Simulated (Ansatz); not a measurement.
**How well the gap of ZnSeO3 (Pnma) can be computed**

The study climbs from cheap functionals to G0W0 on ZnSeO3 (Pnma) and then asks what each convergence step is worth.

Calculated with Ansatz 0.2.0; density functionals, hybrids, G0W0, plane waves, PAW.

Most raw output is cut from this account.

## Step 1: The starting structure

Symmetry: Pnma, No. 62, orthorhombic system. Conventional cell: a = 6.004 Å, b = 7.810 Å, c = 5.136 Å, α = 90.00°, β = 90.00°, γ = 90.00°. Zn has 6 O at 2.03 to 2.34 Å nearest. Nearest to Se lie 3 O at 1.72 to 1.73 Å. O has 1 Se at 1.73 Å and 2 Zn at 2.03 to 2.34 Å nearest. Nearest to O lie 1 Se at 1.72 Å and 2 Zn at 2.21 Å. Farther neighbours and most contacts between anions are not listed.

The cell is the Materials Project's (PBE, PBE+U or r2SCAN) relaxed one; the ions were relaxed with r2SCAN. The default PAW set here is soft_2. Its files were made with PBE.

## Step 2: r2SCAN bands

Levels along a band path, at the cheap level, show where the edges lie and whether the meshes to come will hold them.

This step: DFT, r2SCAN, plane waves, PAW.

Contents of input.yaml:

```yaml
crystal:
  lattice:
    - [6.004009, 0.0, 0.0]
    - [0.0, 7.810489, 0.0]
    - [0.0, 0.0, 5.135797]
  atoms:
    - { symbol: Zn, position: [0.0, 0.5, 0.5] }
    - { symbol: Zn, position: [0.5, 0.5, 0.0] }
    - { symbol: Zn, position: [0.5, 0.0, 0.0] }
    - { symbol: Zn, position: [0.0, 0.0, 0.5] }
    - { symbol: Se, position: [0.9617710496, 0.75, 0.0127346654] }
    - { symbol: Se, position: [0.5382289504, 0.25, 0.5127346654] }
    - { symbol: Se, position: [0.4617710496, 0.75, 0.4872653346] }
    - { symbol: Se, position: [0.0382289504, 0.25, 0.9872653346] }
    - { symbol: O, position: [0.1956463275, 0.4206104718, 0.875477039] }
    - { symbol: O, position: [0.3043536725, 0.5793895282, 0.375477039] }
    - { symbol: O, position: [0.6956463275, 0.0793895282, 0.624522961] }
    - { symbol: O, position: [0.8043536725, 0.9206104718, 0.124522961] }
    - { symbol: O, position: [0.8043536725, 0.5793895282, 0.124522961] }
    - { symbol: O, position: [0.6956463275, 0.4206104718, 0.624522961] }
    - { symbol: O, position: [0.3043536725, 0.9206104718, 0.375477039] }
    - { symbol: O, position: [0.1956463275, 0.0793895282, 0.875477039] }
    - { symbol: O, position: [0.0773988991, 0.25, 0.3192540354] }
    - { symbol: O, position: [0.4226011009, 0.75, 0.8192540354] }
    - { symbol: O, position: [0.5773988991, 0.25, 0.1807459646] }
    - { symbol: O, position: [0.9226011009, 0.75, 0.6807459646] }
kpoints:
  mp_grid: { grid: [4, 4, 4] }
  band_path:
    path:
      - [[0.0, 0.0, 0.0], [0.5, 0.0, 0.0], [0.5, 0.5, 0.0], [0.0, 0.5, 0.0], [0.0, 0.0, 0.0], [0.0, 0.0, 0.5], [0.5, 0.0, 0.5], [0.5, 0.5, 0.5], [0.0, 0.5, 0.5], [0.0, 0.0, 0.5]]
      - [[0.5, 0.0, 0.0], [0.5, 0.0, 0.5]]
      - [[0.0, 0.5, 0.0], [0.0, 0.5, 0.5]]
      - [[0.5, 0.5, 0.0], [0.5, 0.5, 0.5]]
    npoints: 10
hamiltonian:
  xc: r2scan
scf:
  occupations: { method: fermi_dirac, width: 0.02 }
  n_extra_bands: 10
output:
  eigenvalues: true
```

Command:

```
ansatz run input.yaml --threads 16 --pin off --max-ram 82944MiB --backend cuda --events-out ev --progress --plain --runs-dir out --devices 1 --max-vram 78GiB
```

Run time: 3.1 s. Hardware: 1 × NVIDIA GB200 (shared by 2 runs) with 16 threads of Arm Neoverse V2, shared host; peak memory 1.5 GiB.

Numbers from this step:

```yaml
filled_bands: 92
gap: 4.157 eV
valence_top_at: Y
conduction_bottom_at: k = (0.250, 0.000, 0.000)
least_direct_gap: 4.381 eV
```

The gap is indirect, with the least direct gap 0.22 eV higher.

The electronic bands at the labelled points (eV, zero at the top of the highest nominally filled band):

```tsv
point	band 89	band 90	band 91	band 92	band 93	band 94	band 95	band 96
Γ	-0.74	-0.60	-0.31	-0.14	4.39	5.06	5.09	5.73
halfway	-0.62	-0.59	-0.44	-0.24	4.16	5.15	5.31	5.61
X	-0.57	-0.57	-0.46	-0.46	4.47	4.47	5.56	5.56
halfway	-0.37	-0.37	-0.31	-0.31	4.70	4.70	5.43	5.43
S	-0.23	-0.23	-0.23	-0.23	5.14	5.14	5.14	5.14
halfway	-0.37	-0.37	-0.06	-0.06	4.66	4.66	5.61	5.61
Y	-0.36	-0.36	0.00	0.00	4.50	4.50	5.71	5.71
halfway	-0.48	-0.48	-0.12	-0.07	4.36	4.84	5.43	5.73
Γ	-0.74	-0.60	-0.31	-0.14	4.39	5.06	5.09	5.73
halfway	-0.61	-0.50	-0.40	-0.17	4.69	4.80	4.99	5.15
Z	-0.67	-0.67	-0.29	-0.29	4.60	4.60	5.03	5.03
halfway	-0.46	-0.46	-0.29	-0.29	4.84	4.84	4.88	4.88
U	-0.45	-0.45	-0.17	-0.17	4.79	4.79	5.09	5.09
halfway	-0.32	-0.32	-0.17	-0.17	4.88	4.88	5.05	5.05
R	-0.20	-0.20	-0.20	-0.20	4.99	4.99	4.99	4.99
halfway	-0.30	-0.30	-0.26	-0.26	4.45	4.45	5.03	5.03
T	-0.40	-0.40	-0.39	-0.39	4.20	4.20	5.02	5.02
halfway	-0.54	-0.54	-0.31	-0.31	4.38	4.38	5.03	5.03
Z	-0.67	-0.67	-0.29	-0.29	4.60	4.60	5.03	5.03
jump to X	-0.57	-0.57	-0.46	-0.46	4.47	4.47	5.56	5.56
halfway	-0.57	-0.57	-0.27	-0.27	4.61	4.61	5.58	5.58
U	-0.45	-0.45	-0.17	-0.17	4.79	4.79	5.09	5.09
jump to Y	-0.36	-0.36	0.00	0.00	4.50	4.50	5.71	5.71
halfway	-0.45	-0.45	-0.12	-0.12	4.33	4.33	5.30	5.30
T	-0.40	-0.40	-0.39	-0.39	4.20	4.20	5.02	5.02
jump to S	-0.23	-0.23	-0.23	-0.23	5.14	5.14	5.14	5.14
```

## Step 3: r2SCAN+SOC

The many-body steps leave out spin-orbit coupling, so its effect is taken from a two-component run, with twice the bands.

This step: DFT, r2SCAN with spin-orbit coupling, plane waves, PAW.

Changes to input.yaml since step 2:

```diff
@@ -30,7 +30,13 @@
     path:
-      - [[0.0, 0.0, 0.0], [0.5, 0.0, 0.0], [0.5, 0.5, 0.0], [0.0, 0.5, 0.0], [0.0, 0.0, 0.0], [0.0, 0.0, 0.5], [0.5, 0.0, 0.5], [0.5, 0.5, 0.5], [0.0, 0.5, 0.5], [0.0, 0.0, 0.5]]
-      - [[0.5, 0.0, 0.0], [0.5, 0.0, 0.5]]
-      - [[0.0, 0.5, 0.0], [0.0, 0.5, 0.5]]
-      - [[0.5, 0.5, 0.0], [0.5, 0.5, 0.5]]
-    npoints: 10
+      - [0.0, 0.0, 0.0]
+      - [0.5, 0.0, 0.0]
+      - [0.5, 0.5, 0.0]
+      - [0.0, 0.5, 0.0]
+      - [0.0, 0.0, 0.5]
+      - [0.5, 0.0, 0.5]
+      - [0.5, 0.5, 0.5]
+      - [0.0, 0.5, 0.5]
+      - [0.25, 0.0, 0.0]
+      - [0.2, 0.0, 0.0]
+    npoints: 1
 hamiltonian:
@@ -38,4 +44,7 @@
 scf:
-  occupations: { method: fermi_dirac, width: 0.02 }
-  n_extra_bands: 10
+  occupations: { method: fixed }
+  n_extra_bands: 20
+magnetization:
+  noncollinear: true
+  spin_orbit: true
 output:
```

Wall time 5 s (1 × NVIDIA GB200 (shared by 2 runs) with 16 threads); peak memory 1.9 GiB.

Numbers from this step:

```
gap                  : 4.153 eV
valence top at       : Y
conduction bottom at : k = (0.250, 0.000, 0.000)
least direct gap     : 4.377 eV
```

The gap is that of r2SCAN.

## Step 4: HSE06

HSE06 mixes in a quarter of exact exchange at short range. Exchange couples all pairs of k points, which makes a full band path dear, so levels are read on the mesh and at chosen points.

This step: DFT, HSE06, plane waves, PAW.

Changes to input.yaml since step 3:

```diff
@@ -27,3 +27,3 @@
 kpoints:
-  mp_grid: { grid: [4, 4, 4] }
+  mp_grid: { grid: [4, 2, 4] }
   band_path:
@@ -42,9 +42,6 @@
 hamiltonian:
-  xc: r2scan
+  xc: hse06
 scf:
   occupations: { method: fixed }
-  n_extra_bands: 20
-magnetization:
-  noncollinear: true
-  spin_orbit: true
+  n_extra_bands: 10
 output:
```

It took 28 s on 1 × NVIDIA GB200 (shared by 2 runs) with 16 threads; peak memory 2.5 GiB.

Numbers from this step:

- gap: 5.138 eV
- valence top at: Y
- conduction bottom at: k = (0.250, 0.000, 0.000)
- least direct gap: 5.368 eV

The gap stands +0.98 eV against r2SCAN.

## Step 5: HSE06+SOC

This step: DFT, HSE06 with spin-orbit coupling, plane waves, PAW.

Changes to input.yaml since step 4:

```diff
@@ -45,3 +45,6 @@
   occupations: { method: fixed }
-  n_extra_bands: 10
+  n_extra_bands: 20
+magnetization:
+  noncollinear: true
+  spin_orbit: true
 output:
```

It took 2 min on 1 × NVIDIA GB200 (shared by 2 runs) with 16 threads; peak memory 7 GiB; 20 min of CPU time.

Numbers from this step:

* gap: 5.134 eV
* valence top at: Y
* conduction bottom at: k = (0.250, 0.000, 0.000)
* least direct gap: 5.363 eV

The gap is that of HSE06.

## Step 6: G0W0, 4×2×4 mesh, 718 empty bands, screening to 120 eV, hard PAW files

Now the one-shot GW correction: screening in the RPA, then the self-energy of the levels asked for. This step takes hard PAW files.

This step: G0W0 on r2SCAN, plane waves, PAW.

Changes to input.yaml since step 5:

```diff
@@ -28,24 +28,12 @@
   mp_grid: { grid: [4, 2, 4] }
-  band_path:
-    path:
-      - [0.0, 0.0, 0.0]
-      - [0.5, 0.0, 0.0]
-      - [0.5, 0.5, 0.0]
-      - [0.0, 0.5, 0.0]
-      - [0.0, 0.0, 0.5]
-      - [0.5, 0.0, 0.5]
-      - [0.5, 0.5, 0.5]
-      - [0.0, 0.5, 0.5]
-      - [0.25, 0.0, 0.0]
-      - [0.2, 0.0, 0.0]
-    npoints: 1
 hamiltonian:
-  xc: hse06
+  xc: r2scan
+  pseudopotentials: { kind: paw, source: ansatz }
 scf:
   occupations: { method: fixed }
-  n_extra_bands: 20
-magnetization:
-  noncollinear: true
-  spin_orbit: true
-output:
-  eigenvalues: true
+gw:
+  n_empty_bands: 718
+  ecut_chi: 120.0
+  qp_bands: [v4, c4]
+  qp_kpoints: band_edges
+  screening: { model: contour_deformation }
```

Run time: 2.4 min. Hardware: 1 × NVIDIA GB200 (shared by 2 runs) with 16 threads; peak memory 12 GiB; 5.6 min of CPU time.

Numbers from this step:

| Quantity | Value |
| --- | --- |
| bands summed | 826 |
| RPA ε∞ on this mesh (eigenvalues) | 3.524, 3.876, 4.033 |
| plane waves in the screening matrix | 727 |
| G0W0 gap on the mesh | 5.589 eV |
| k of the valence top | 0, -0.5, 0 |
| k of the conduction bottom | 0.25, 0, 0 |
| starting gap on the mesh | 4.173 eV |
| least direct G0W0 gap on the computed points | 5.875 eV |

The gap on the mesh goes from 4.17 eV to 5.59 eV, a correction of +1.42 eV. Between the two edge states, bare exchange in place of the xc potential would open the gap by 8.55 eV, and correlation takes back 7.13 eV.

## Step 7: G0W0, 4×2×4 mesh, 1546 empty bands, screening to 200 eV, hard PAW files

Another rung: the empty bands reach about as high as the screening cutoff, so the two stay in balance.

Changes to input.yaml since step 6:

```diff
@@ -34,4 +34,4 @@
 gw:
-  n_empty_bands: 718
-  ecut_chi: 120.0
+  n_empty_bands: 1546
+  ecut_chi: 200.0
   qp_bands: [v4, c4]
```

Run time: 6.8 min. Hardware: 1 × NVIDIA GB200 (shared by 2 runs) with 16 threads; peak memory 21 GiB; 17 min of CPU time.

Numbers from this step:

```
bands summed                                 : 1654
RPA ε∞ on this mesh (eigenvalues)            : 3.512, 3.856, 4.009
plane waves in the screening matrix          : 1541
q-points in the mesh                         : 32
G0W0 gap on the mesh                         : 5.692 eV
k of the valence top                         : 0, -0.5, 0
k of the conduction bottom                   : 0.25, 0, 0
starting gap on the mesh                     : 4.173 eV
Z at the valence top                         : 0.7823
Z at the conduction bottom                   : 0.8263
least direct G0W0 gap on the computed points : 5.967 eV
```

Against the run with 4×2×4 mesh, 718 empty bands, screening to 120 eV, hard PAW files, the gap moves by +0.10 eV.

Limits: finite bands, cutoff and mesh; d shell near the gap, gap tends to lie low; no spin-orbit coupling; coarse k mesh. v1 is the top filled band, c1 the lowest empty one. The levels before and after the correction (eV, zero at the valence-band top of each column):

```tsv
	conduction bottom	valence top
Kohn-Sham	4.17	0.00
G0W0	5.69	0.00
```

```tsv
	level	occupation	energy (eV)
Kohn-Sham	(0 -0.5 0) v3	2	-0.351
Kohn-Sham	(0 -0.5 0) v2-v1	2	0.000
Kohn-Sham	(0 -0.5 0) c1-c2	0	4.518
Kohn-Sham	(0 -0.5 0) c3	0	5.716
Kohn-Sham	(0.25 0 0) v3	2	-0.585
Kohn-Sham	(0.25 0 0) v2	2	-0.442
Kohn-Sham	(0.25 0 0) v1	2	-0.236
Kohn-Sham	(0.25 0 0) c1	0	4.173
Kohn-Sham	(0.25 0 0) c2	0	5.169
Kohn-Sham	(0.25 0 0) c3	0	5.327
G0W0	(0 -0.5 0) v3	2	-0.334
G0W0	(0 -0.5 0) v2-v1	2	0.000
G0W0	(0 -0.5 0) c1-c2	0	6.118
G0W0	(0 -0.5 0) c3	0	7.430
G0W0	(0.25 0 0) v3	2	-0.518
G0W0	(0.25 0 0) v2	2	-0.451
G0W0	(0.25 0 0) v1	2	-0.275
G0W0	(0.25 0 0) c1	0	5.692
G0W0	(0.25 0 0) c2	0	6.836
G0W0	(0.25 0 0) c3	0	7.038
```

How the two edges are built up, in eV (the quasiparticle level is the starting level plus Σx plus Σc less Vxc):

```tsv
run	edge	start	Σx	Σc	Vxc	Z	QP
826 bands	valence top	8.04	-25.52	3.27	-21.71	0.78	7.49
826 bands	conduction bottom	12.21	-10.95	-3.87	-15.68	0.83	13.07
1654 bands	valence top	8.04	-25.52	2.99	-21.71	0.78	7.21
1654 bands	conduction bottom	12.21	-10.95	-4.04	-15.68	0.83	12.90
```

## Step 8: G0W0@r2SCAN, 4×4×4 mesh, 718 empty bands, screening to 120 eV, hard PAW files

A second mesh at equal bands and cutoff isolates the sampling error. Bands and cutoff differ from the step before, so it is read against an earlier run that matches them.

Changes to input.yaml since step 7:

```diff
@@ -27,3 +27,3 @@
 kpoints:
-  mp_grid: { grid: [4, 2, 4] }
+  mp_grid: { grid: [4, 4, 4] }
 hamiltonian:
@@ -34,4 +34,4 @@
 gw:
-  n_empty_bands: 1546
-  ecut_chi: 200.0
+  n_empty_bands: 718
+  ecut_chi: 120.0
   qp_bands: [v4, c4]
```

Elapsed: 5.2 min, on 1 × NVIDIA GB200 (shared by 2 runs) with 16 threads; peak memory 16 GiB; 13 min of CPU time.

Numbers from this step:

```
bands summed                                 : 826
RPA ε∞ on this mesh (eigenvalues)            : 3.525, 3.875, 4.020
plane waves in the screening matrix          : 727
G0W0 gap on the mesh                         : 5.588 eV
k of the valence top                         : 0, -0.5, 0
k of the conduction bottom                   : 0.25, 0, 0
starting gap on the mesh                     : 4.173 eV
least direct G0W0 gap on the computed points : 5.875 eV
```

Against the run with 4×2×4 mesh, 718 empty bands, screening to 120 eV, hard PAW files, the gap moves by −0.001 eV.

## Step 9: The ladder

Times are wall times on 1 × NVIDIA GB200 (shared by 2 runs) with 16 threads of Arm Neoverse V2, shared host, good to a factor of about two. G0W0 rows are gaps on the mesh, lowered by the amount that the mesh misses the start's edges, a rough step that assumes the same correction there.

```tsv
level	gap (eV)	least direct gap (eV)	time
r2SCAN	4.16	4.38	3.1 s
r2SCAN+SOC	4.15	4.38	5 s
HSE06	5.14	5.37	28 s
HSE06+SOC	5.13	5.36	2 min
G0W0@r2SCAN (718 empty bands, hard PAW)	5.59	-	2.4 min
G0W0@r2SCAN (1546 empty bands, hard PAW)	5.69	-	6.8 min
G0W0@r2SCAN (718 empty bands, 4×4×4, hard PAW)	5.59	-	5.2 min
```

## Step 10: Adding up the best estimate

```tsv
term	eV	running total (eV)
G0W0 on the mesh, top rung	5.692	5.692
to the limit, by a line in one over the bands through the two top rungs	+0.103	5.795
shift on 4×4×4 less that on 4×2×4	−0.001	5.794
spin-orbit change, from r2SCAN	−0.004	5.790
```

## Step 11: Outcome

- r2SCAN gap: 4.16 eV, indirect
- HSE06: 5.14 eV
- G0W0, top rung on the mesh: 5.69 eV
- best estimate, G0W0@r2SCAN with spin-orbit change: 5.79 eV
- GW settings of the top rung: 4×2×4 mesh, 1546 empty bands, screening to 200 eV, hard PAW files
- known limits: one-shot GW, static lattice; d shell near the gap, gap tends to lie low; coarse k mesh

What this shows: The best estimate for G0W0@r2SCAN is 5.79 eV, indirect by r2SCAN+SOC, against 4.15 eV at the start (both with spin-orbit coupling). The limit rests on the two highest rungs, unchecked by another pair. Among the functionals HSE06 comes nearest: −0.66 eV from the estimate. All runs took 17 min, 85 % of it in G0W0. The 4×2×4 mesh is coarse for this cell (its supercell is 16 Å along the shortest edge). The RPA ε∞ on it, from the r2SCAN start, is 3.51, 3.86 and 4.01; such meshes misread the long-range screening, most where the gap is narrow. A d shell, filled or nearly so, lies near the gap. One-shot GW converges very slowly in bands there, not always from below, and on a semilocal start the gap tends to come out low; starts rich in exact exchange can overshoot instead.

[Paths, hosts, dates, memory and timing lines, banners, echoed tables and standing remarks are left out of the program output.]

[Logs are printed without paths, hosts, clocks, repeated set-up lines and the standing remarks that a program may print on its own settings, such as how far it seeks lower states.]

[Runs of the session that timed out or met a known fault of the program may be left out.]

[Cells called generated may have been cut or substituted from an entry of the Crystallography Open Database or the Materials Project.]

[Hosts, paths, dates, database ids (printed as entryN), source tags and the programs' standing remarks are cut or masked in the printed files.]
